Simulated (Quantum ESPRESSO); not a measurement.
# Collinear magnetic orders of CrPbO3 with Quantum ESPRESSO, part 2 of 2

Wanted: the moments of CrPbO3 and the energy of each order that was tried.

Quantum ESPRESSO 7.5; LDA with U = 3.5 eV on Cr d (ortho-atomic projectors); plane waves with GBRV 1.5 LDA potentials, no spin-orbit coupling.

So far, absolute magnetization (μB): step 2 (run 1, typed as ferro +) 3.27.

**3. Start 2: antiferro q=(0,0,1/2) +−**

This order needs a doubled cell of 10 atoms. The wavevector q is in fractions of the reciprocal vectors of the crystal's primitive cell, as the cells of these inputs are built from it; moments change sign between cells as cos(2π q·R).

pw.in reads:

```
&CONTROL
  calculation = 'scf'
  prefix = 'pwscf'
  outdir = './tmp'
  pseudo_dir = './pseudo'
  disk_io = 'nowf'
/
&SYSTEM
  ibrav = 0
  nat = 10
  ntyp = 4
  ecutwfc = 40
  ecutrho = 280
  nbnd = 60
  occupations = 'smearing'
  smearing = 'fd'
  degauss = 0.00367493
  nspin = 2
  starting_magnetization(1) = 0.2143
  starting_magnetization(2) = -0.2143
  starting_magnetization(3) = 0
  starting_magnetization(4) = 0
/
&ELECTRONS
  conv_thr = 2d-08
  electron_maxstep = 150
  mixing_beta = 0.3
/
ATOMIC_SPECIES
Cr1    51.9961 cr_lda_v1.5.uspp.F.UPF
Cr2    51.9961 cr_lda_v1.5.uspp.F.UPF
Pb    207.2000 pb_lda_v1.uspp.F.UPF
O      15.9990 o_lda_v1.2.uspp.F.UPF
CELL_PARAMETERS angstrom
   4.0112000000    0.0000000000    0.0000000000
   0.0000000000    4.0112000000    0.0000000000
   0.0000000000    0.0000000000    8.0224000000
ATOMIC_POSITIONS crystal
Cr1     0.0000000000    0.0000000000    0.0000000000
Cr2     0.0000000000    0.0000000000    0.5000000000
Pb      0.5000000000    0.5000000000    0.2500000000
Pb      0.5000000000    0.5000000000    0.7500000000
O       0.0000000000    0.0000000000    0.2500000000
O       0.0000000000    0.0000000000    0.7500000000
O       0.0000000000    0.5000000000    0.0000000000
O       0.0000000000    0.5000000000    0.5000000000
O       0.5000000000    0.0000000000    0.0000000000
O       0.5000000000    0.0000000000    0.5000000000
K_POINTS automatic
6 6 3 0 0 0
HUBBARD {ortho-atomic}
U Cr1-3d 3.5000
U Cr2-3d 3.5000
```

Command:

```sh
OMP_NUM_THREADS=1 mpirun -n 4 pw.x -nk 4 -in pw.in > pw.out
```

Log:

```text
[banner, memory and clock lines left out]
Program PWSCF v.7.5 starts

     Message from routine setup:
     using ibrav=0 with symmetry is DISCOURAGED, use correct ibrav instead

     bravais-lattice index     =            0
     lattice parameter (alat)  =       7.5801  a.u.
     unit-cell volume          =     871.0630 (a.u.)^3
     number of atoms/cell      =           10
     number of atomic types    =            4
     number of electrons       =        92.00
     number of Kohn-Sham states=           60
     kinetic-energy cutoff     =      40.0000  Ry
     charge density cutoff     =     280.0000  Ry
     scf convergence threshold =      2.0E-08
     mixing beta               =       0.3000
     number of iterations used =            8  plain     mixing
     Exchange-correlation= SLA  PZ   NOGX NOGC
                           (   1   1   0   0   0   0   0)
     Hubbard projectors: ortho-atomic
     Hubbard parameters of DFT+U (Dudarev formulation) in eV:
     U(Cr1-3d) =  3.5000
     U(Cr2-3d) =  3.5000

     Internal variables: lda_plus_u =T, lda_plus_u_kind = 0

     Internal variables: orbital_resolved =F, hub_pot_fix =F, apply_U = F

     celldm(1)=   7.580069  celldm(2)=   0.000000  celldm(3)=   0.000000
     celldm(4)=   0.000000  celldm(5)=   0.000000  celldm(6)=   0.000000

     crystal axes: (cart. coord. in units of alat)
               a(1) = (   1.000000   0.000000   0.000000 )
               a(2) = (   0.000000   1.000000   0.000000 )
               a(3) = (   0.000000   0.000000   2.000000 )

     reciprocal axes: (cart. coord. in units 2 pi/alat)
               b(1) = (  1.000000  0.000000  0.000000 )
               b(2) = (  0.000000  1.000000  0.000000 )
               b(3) = (  0.000000  0.000000  0.500000 )

     PseudoPot. # 1 for Cr read from file:
     cr_lda_v1.5.uspp.F.UPF
     Pseudo is Ultrasoft + core correction, Zval = 14.0

     PseudoPot. # 2 for Cr read from file:
     cr_lda_v1.5.uspp.F.UPF
     Pseudo is Ultrasoft + core correction, Zval = 14.0

     PseudoPot. # 3 for Pb read from file:
     pb_lda_v1.uspp.F.UPF
     Pseudo is Ultrasoft + core correction, Zval = 14.0

     PseudoPot. # 4 for O  read from file:
     o_lda_v1.2.uspp.F.UPF
     Pseudo is Ultrasoft + core correction, Zval =  6.0

     atomic species   valence    mass     pseudopotential
     Cr1              14.00    51.99610     Cr( 1.00)
     Cr2              14.00    51.99610     Cr( 1.00)
     Pb               14.00   207.20000     Pb( 1.00)
     O                 6.00    15.99900     O ( 1.00)

     Starting magnetic structure
     atomic species   magnetization
     Cr1             0.214
     Cr2            -0.214
     Pb              0.000
     O               0.000

     16 Sym. Ops., with inversion, found

   Cartesian axes

     site n.     atom                  positions (alat units)
         1        Cr1    tau(   1) = (   0.0000000   0.0000000   0.0000000  )
         2        Cr2    tau(   2) = (   0.0000000   0.0000000   1.0000000  )
         3        Pb     tau(   3) = (   0.5000000   0.5000000   0.5000000  )
         4        Pb     tau(   4) = (   0.5000000   0.5000000   1.5000000  )
         5        O      tau(   5) = (   0.0000000   0.0000000   0.5000000  )
         6        O      tau(   6) = (   0.0000000   0.0000000   1.5000000  )
         7        O      tau(   7) = (   0.0000000   0.5000000   0.0000000  )
         8        O      tau(   8) = (   0.0000000   0.5000000   1.0000000  )
         9        O      tau(   9) = (   0.5000000   0.0000000   0.0000000  )
        10        O      tau(  10) = (   0.5000000   0.0000000   1.0000000  )

     number of k points=    20  Fermi-Dirac smearing, width (Ry)=  0.0037
                       cart. coord. in units 2pi/alat
        k(    1) = (   0.0000000   0.0000000   0.0000000), wk =   0.0092593
        k(    2) = (   0.0000000   0.0000000   0.1666667), wk =   0.0185185
        k(    3) = (   0.0000000   0.1666667   0.0000000), wk =   0.0370370
        k(    4) = (   0.0000000   0.1666667   0.1666667), wk =   0.0740741
        k(    5) = (   0.0000000   0.3333333   0.0000000), wk =   0.0370370
        [... 15 further k-points ...]

     Dense  grid:    69001 G-vectors     FFT dimensions: (  45,  45,  81)

     Smooth grid:    29657 G-vectors     FFT dimensions: (  32,  32,  64)

     Check: negative core charge=   -0.000005
     Generating pointlists ...
     new r_m :   0.2063 (alat units)  1.5634 (a.u.) for type    1
     new r_m :   0.2063 (alat units)  1.5634 (a.u.) for type    2
     new r_m :   0.2917 (alat units)  2.2110 (a.u.) for type    3
     new r_m :   0.2063 (alat units)  1.5634 (a.u.) for type    4

     Initial potential from superposition of free atoms

     starting charge      89.9964, renormalised to      92.0000

     negative rho (up, down):  1.671E-02 1.652E-02

     STARTING HUBBARD OCCUPATIONS:

     =================== HUBBARD OCCUPATIONS ===================
     ------------------------ ATOM    1 ------------------------
     Tr[ns(  1)] (up, down, total) =   3.40000  0.00000  3.40000
     Atomic magnetic moment for atom   1 =   3.40000
     [... lines left out ...]
     ------------------------ ATOM    2 ------------------------
     Tr[ns(  2)] (up, down, total) =   0.00000  3.40000  3.40000
     Atomic magnetic moment for atom   2 =  -3.40000
     [... lines left out ...]
     Number of occupied Hubbard levels =    6.8000

     Atomic wfc used for Hubbard projectors are orthogonalized

     Starting wfcs are   62 randomized atomic wfcs

     Self-consistent Calculation

     iteration #  1     ecut=    40.00 Ry     beta= 0.30
     Davidson diagonalization with overlap
     ethr =  1.00E-02,  avg # of iterations =  2.0

     =================== HUBBARD OCCUPATIONS ===================
     ------------------------ ATOM    1 ------------------------
     Tr[ns(  1)] (up, down, total) =   2.71272  0.41526  3.12798
     Atomic magnetic moment for atom   1 =   2.29745
     [... lines left out ...]
     ------------------------ ATOM    2 ------------------------
     Tr[ns(  2)] (up, down, total) =   0.41527  2.71284  3.12811
     Atomic magnetic moment for atom   2 =  -2.29757
     [... lines left out ...]
     Number of occupied Hubbard levels =    6.2561

     negative rho (up, down):  1.607E-02 1.548E-02

     total energy              =    -871.72069955 Ry
     estimated scf accuracy    <       3.44397518 Ry

     total magnetization       =    -0.00 Bohr mag/cell
     absolute magnetization    =     4.99 Bohr mag/cell

     iteration #  2     ecut=    40.00 Ry     beta= 0.30
     Davidson diagonalization with overlap
     ethr =  3.74E-03,  avg # of iterations =  2.0

     negative rho (up, down):  1.566E-02 1.533E-02

     total energy              =    -871.95559985 Ry
     estimated scf accuracy    <       3.98405782 Ry

     total magnetization       =     0.00 Bohr mag/cell
     absolute magnetization    =     6.35 Bohr mag/cell

     [... further iterations left out ...]

     iteration # 18     ecut=    40.00 Ry     beta= 0.30
     Davidson diagonalization with overlap
     ethr =  6.89E-11,  avg # of iterations =  1.0

     negative rho (up, down):  1.666E-02 1.687E-02

     total energy              =    -872.50131363 Ry
     estimated scf accuracy    <       0.00000009 Ry

     total magnetization       =    -0.00 Bohr mag/cell
     absolute magnetization    =     5.98 Bohr mag/cell

     iteration # 19     ecut=    40.00 Ry     beta= 0.30
     Davidson diagonalization with overlap
     ethr =  6.89E-11,  avg # of iterations =  1.6

     negative rho (up, down):  1.666E-02 1.687E-02

     Magnetic moment per site  (integrated on atomic sphere of radius R)
     atom   1 (R=0.206)  charge= 10.8329  magn=  2.1766
     atom   2 (R=0.206)  charge= 10.8316  magn= -2.1764
     atom   3 (R=0.292)  charge= 11.2646  magn= -0.0000
     atom   4 (R=0.292)  charge= 11.2646  magn= -0.0000
     atom   5 (R=0.206)  charge=  5.3848  magn=  0.0000
     atom   6 (R=0.206)  charge=  5.3848  magn=  0.0000
     atom   7 (R=0.206)  charge=  5.3779  magn= -0.1553
     atom   8 (R=0.206)  charge=  5.3772  magn=  0.1553
     atom   9 (R=0.206)  charge=  5.3779  magn= -0.1553
     atom  10 (R=0.206)  charge=  5.3772  magn=  0.1553

     End of self-consistent calculation

     =================== HUBBARD OCCUPATIONS ===================
     ------------------------ ATOM    1 ------------------------
     Tr[ns(  1)] (up, down, total) =   3.33375  0.72153  4.05528
     Atomic magnetic moment for atom   1 =   2.61223
     [... lines left out ...]
     ------------------------ ATOM    2 ------------------------
     Tr[ns(  2)] (up, down, total) =   0.72154  3.33377  4.05531
     Atomic magnetic moment for atom   2 =  -2.61223
     [... lines left out ...]
     Number of occupied Hubbard levels =    8.1106

     [... lines left out ...]
     the Fermi energy is     9.3401 ev

!    total energy              =    -872.50131366 Ry
     estimated scf accuracy    <       0.00000002 Ry
     smearing contrib. (-TS)   =      -0.00486940 Ry
     internal energy E=F+TS    =    -872.49644426 Ry

     The total energy is F=E-TS. E is the sum of the following terms:
     one-electron contribution =    -272.08499185 Ry
     hartree contribution      =     192.78409322 Ry
     xc contribution           =    -212.86841586 Ry
     ewald contribution        =    -580.67357942 Ry
     Hubbard energy            =       0.34644965 Ry

     total magnetization       =    -0.00 Bohr mag/cell
     absolute magnetization    =     5.99 Bohr mag/cell

     convergence has been achieved in  19 iterations
```

It took 69 s on 4 MPI ranks of Intel Xeon Platinum 8488C (Sapphire Rapids), shared host; peak memory 0.9 GiB.

Spin moment in the atom's sphere by atom:

```tsv
atom	spin moment in the atom's sphere (μB)
Cr1	2.18
Cr2	-2.18
Pb3	0.00
Pb4	0.00
O5	0.00
O6	0.00
O7	-0.16
O8	0.16
O9	-0.16
O10	0.16
```

This step gave:

| Quantity | Value |
| --- | --- |
| smearing term TS | 0.06625 eV |
| magnetization | 0 μB |
| absolute magnetization | 5.985 μB |
| final state | antiferromagnetic |

Spin density in the ac plane at fractional y = 0.000, with atoms of Cr and O within 0.2 Å of it.

Ten even steps from '_' (-2.9 e/Å³) to '@' (2.9 e/Å³), each cell a mean:
```
@@##++++++==========++++**@@
++**++++++========++++++++++
++++++++++++++++++++++++++++
++++++++++++++++++++++++++++
==++++++++++++++++++++++++==
==++++++++++++++++++++++++==
++++++++++++++++++++++++++++
++++++++++++++++++++++++++++
======++++++++++++++++++====
========++++++++++++========
----====++++++++++++====----
__::====++++++++++++++==--__
__::====++++++++++++====--__
========++++++++++++========
========++++++++++++++======
++++++++++++++++++++++++++++
++++++++++++++++++++++++++++
++++++++++++++++++++++++++++
====++++++++++++++++++++++==
++++++++++++++++++++++++++++
++++++++++++++++++++++++++++
++++++++++++++++++++++++++++
****++++++========++++++****
@@##++++++==========++++**@@
```
Columns run along a (4.0 Å), rows up along c (8.0 Å). Atoms in or near the plane, at fractional coordinates: Cr at (0.00, 0.00), Cr at (0.00, 0.50), O at (0.00, 0.25), O at (0.00, 0.75), O at (0.50, 0.00), O at (0.50, 0.50).

Valence density in the ac plane at fractional y = 0.000, with atoms of Cr and O within 0.2 Å of it. It is the smooth field of the valence electrons, not physical close to the nuclei.

Values in e/Å³, 24 rows by 14 columns, each cell a mean:
```
12  9  2  1  1  3  6  6  4  1  1  1  6 13
 5  3  1  0  0  1  2  2  1  1  0  1  2  4
 1  1  0  0  0  0  0  1  0  0  0  0  0  1
 1  1  0  0  0  0  0  0  0  0  0  0  1  1
 3  2  1  0  0  0  0  0  0  0  0  1  2  3
 7  4  1  0  0  0  0  0  0  0  0  1  3  6
 6  4  1  0  0  0  0  0  0  0  0  1  3  6
 2  1  1  0  0  0  0  0  0  0  0  0  1  2
 1  1  0  0  0  0  0  0  0  0  0  0  0  1
 1  1  0  0  0  0  1  1  1  0  0  0  1  1
 8  4  1  0  1  2  3  3  2  1  0  1  3  7
10 10  2  1  1  3  6  7  4  1  1  1  7 12
12  9  2  1  1  3  6  6  4  1  1  1  6 13
 5  3  1  0  0  1  2  2  1  1  0  1  2  4
 1  1  0  0  0  0  0  1  0  0  0  0  0  1
 1  1  0  0  0  0  0  0  0  0  0  0  1  1
 4  2  1  0  0  0  0  0  0  0  0  1  2  3
 7  4  1  0  0  0  0  0  0  0  0  1  3  6
 6  4  1  0  0  0  0  0  0  0  0  1  3  6
 2  1  1  0  0  0  0  0  0  0  0  0  1  2
 1  1  0  0  0  0  0  0  0  0  0  0  0  1
 1  1  0  0  0  0  1  1  1  0  0  0  1  1
 8  4  1  0  1  2  3  3  2  1  0  1  3  7
 9 10  2  1  1  3  6  7  4  1  1  1  7 12
```
Columns run along a (4.0 Å), rows up along c (8.0 Å). Atoms in or near the plane, at fractional coordinates: Cr at (0.00, 0.00), Cr at (0.00, 0.50), O at (0.00, 0.25), O at (0.00, 0.75), O at (0.50, 0.00), O at (0.50, 0.50).

**4. Start 3: antiferro q=(1/2,1/2,1/2) +−**

The cell is doubled to 10 atoms to hold this order.

pw.in reads:

```
&CONTROL
  calculation = 'scf'
  prefix = 'pwscf'
  outdir = './tmp'
  pseudo_dir = './pseudo'
  disk_io = 'nowf'
/
&SYSTEM
  ibrav = 0
  nat = 10
  ntyp = 4
  ecutwfc = 40
  ecutrho = 280
  nbnd = 60
  occupations = 'smearing'
  smearing = 'fd'
  degauss = 0.00367493
  nspin = 2
  starting_magnetization(1) = 0.2143
  starting_magnetization(2) = -0.2143
  starting_magnetization(3) = 0
  starting_magnetization(4) = 0
/
&ELECTRONS
  conv_thr = 2d-08
  electron_maxstep = 150
  mixing_beta = 0.3
/
ATOMIC_SPECIES
Cr1    51.9961 cr_lda_v1.5.uspp.F.UPF
Cr2    51.9961 cr_lda_v1.5.uspp.F.UPF
Pb    207.2000 pb_lda_v1.uspp.F.UPF
O      15.9990 o_lda_v1.2.uspp.F.UPF
CELL_PARAMETERS angstrom
   8.0224000000    0.0000000000    0.0000000000
   4.0112000000    4.0112000000    0.0000000000
   4.0112000000    0.0000000000    4.0112000000
ATOMIC_POSITIONS crystal
Cr1     0.0000000000    0.0000000000    0.0000000000
Cr2     0.5000000000    0.0000000000    0.0000000000
Pb      0.7500000000    0.5000000000    0.5000000000
Pb      0.2500000000    0.5000000000    0.5000000000
O       0.7500000000    0.0000000000    0.5000000000
O       0.2500000000    0.0000000000    0.5000000000
O       0.7500000000    0.5000000000    0.0000000000
O       0.2500000000    0.5000000000    0.0000000000
O       0.2500000000    0.0000000000    0.0000000000
O       0.7500000000    0.0000000000    0.0000000000
K_POINTS automatic
3 6 6 0 0 0
HUBBARD {ortho-atomic}
U Cr1-3d 3.5000
U Cr2-3d 3.5000
```

Log:

```text
     [... lines left out ...]
Program PWSCF v.7.5 starts
     [... lines left out ...]
     number of atoms/cell      =           10
     [... lines left out ...]
     number of electrons       =        92.00
     number of Kohn-Sham states=           60
     kinetic-energy cutoff     =      40.0000  Ry
     charge density cutoff     =     280.0000  Ry
     scf convergence threshold =      2.0E-08
     [... lines left out ...]
     48 Sym. Ops., with inversion, found
     [... lines left out ...]
     number of k points=    10  Fermi-Dirac smearing, width (Ry)=  0.0037
     [... lines left out ...]
     iteration # 14     ecut=    40.00 Ry     beta= 0.30
     [... lines left out ...]
     Magnetic moment per site  (integrated on atomic sphere of radius R)
     atom   1 (R=0.103)  charge= 10.8387  magn=  2.2048
     atom   2 (R=0.103)  charge= 10.8387  magn= -2.2045
     atom   3 (R=0.146)  charge= 11.2674  magn=  0.0000
     atom   4 (R=0.146)  charge= 11.2674  magn=  0.0000
     atom   5 (R=0.103)  charge=  5.3774  magn=  0.0002
     atom   6 (R=0.103)  charge=  5.3774  magn=  0.0002
     atom   7 (R=0.103)  charge=  5.3774  magn=  0.0002
     atom   8 (R=0.103)  charge=  5.3774  magn=  0.0002
     atom   9 (R=0.103)  charge=  5.3773  magn=  0.0002
     atom  10 (R=0.103)  charge=  5.3773  magn=  0.0002
     [... lines left out ...]
     Tr[ns(  1)] (up, down, total) =   3.35342  0.71199  4.06541
     [... lines left out ...]
     Tr[ns(  2)] (up, down, total) =   0.71215  3.35331  4.06546
     [... lines left out ...]
     the Fermi energy is     9.2629 ev
!    total energy              =    -872.49952783 Ry
     estimated scf accuracy    <       0.00000002 Ry
     smearing contrib. (-TS)   =      -0.00590183 Ry
     [... lines left out ...]
     total magnetization       =     0.00 Bohr mag/cell
     absolute magnetization    =     5.56 Bohr mag/cell
     convergence has been achieved in  14 iterations
```

Elapsed: 55 s, on 4 MPI ranks; peak memory 0.86 GiB; 3.7 min of CPU time.

Spin moment in the atom's sphere by atom:

```tsv
atom	spin moment in the atom's sphere (μB)
Cr1	2.20
Cr2	-2.20
Pb3	0.00
Pb4	0.00
O5	0.00
O6	0.00
O7	0.00
O8	0.00
O9	0.00
O10	0.00
```

Numbers from this step:

```
smearing term TS       : 0.08030 eV
magnetization          : 0 μB
absolute magnetization : 5.558 μB
final state            : antiferromagnetic
```

**5. The states side by side**

An order is kept where moments of 0.15 μB or more survive with the typed signs; meshes match where a doubled cell samples the same k points as the first cell.

Orders:

```tsv
start	final state	typed order kept	energy over the lowest (meV a seeded atom)	largest site moment (μB)	net moment (μB a cell of the first run)	mesh matched	CPU time (s)
ferro +	ferromagnetic	yes	0	2.21	2.001	yes	54.67
antiferro q=(0,0,1/2) +-	antiferromagnetic	yes	71.88	2.177	0	yes	275.1
antiferro q=(1/2,1/2,1/2) +-	antiferromagnetic	yes	84.03	2.205	8.49e-4	yes	220
```

**6. A Heisenberg model**

E = −Σ J e·e over ordered pairs of unit vectors, so each pair counts twice. As many shells are taken as there are differences of energy, so the couplings are solved for and no residual tests the model; further shells are folded in, and shells whose pairs keep their relative signs in all orders cancel and are not probed. Couplings from the energies:

```tsv
pair	distance (Å)	neighbours an atom	J (meV)
Cr-Cr	4.011	6	7.002
Cr-Cr	5.673	12	2.742
```

**7. Occupations of the corrected shells in the lowest state**

Occupations of the Hubbard shells:

```tsv
block	type	shell	spin	electrons	occupation numbers
1	Cr	3d	up	3.357	0.334 0.334 0.897 0.897 0.897
1	Cr	3d	down	0.6985	0.088 0.088 0.088 0.218 0.218
```

**8. Summary of results**

| Item | Value |
| --- | --- |
| lowest state found | ferromagnetic (from ferro +) |
| largest site moment | 2.21 μB |
| next state with moments | antiferromagnetic, 71.9 meV a seeded atom higher |
| J of the weightiest shell (Cr-Cr, 4.01 Å; E = −Σ J e·e, ordered pairs) | 7.00 meV |

What this shows: The largest moment changes by 1.5 % between the kept orders, as for well localised moments. This is the lowest of 3 collinear or spinless starts, no proof of the ground state. A computed site moment is spin alone and hangs on the region that is counted: the program's spheres do not touch and miss the tail of the moment. Measured moments hold any orbital part as well, and belong to the order of the sample, which need not be the order of this run. The smearing term is large for its width, so states at the Fermi level are partly filled: at this level the cell is a metal or has a gap of a few widths at most.

Computed beside measured:

| quantity | measured | in the sphere | projected shell |
| --- | --- | --- | --- |
| moment (Cr) (μB) | 2.2 | 2.21 (+0.5 %) | 2.66 (+20.8 %) |

Measured values from arxiv:2410.11649 (2024).

Verdict: For the moment, of the levels listed nearest comes in the sphere (+0.5 %) and farthest projected shell (+20.8 %). No cell relaxation is part of this session.

[Logs and program files are shortened in this print: banners, set-up blocks, solver, clock and traceback lines can be left out without a mark of their own.]

[Logs are printed without paths, hosts, clocks, repeated set-up lines and the standing remarks that a program may print on its own settings, such as how far it seeks lower states.]

[Hosts, paths, dates, database ids (printed as entryN), source tags and the programs' standing remarks are cut or masked in the printed files.]

[Where a cell is said to come from a database of computed structures, the database is the Materials Project.]
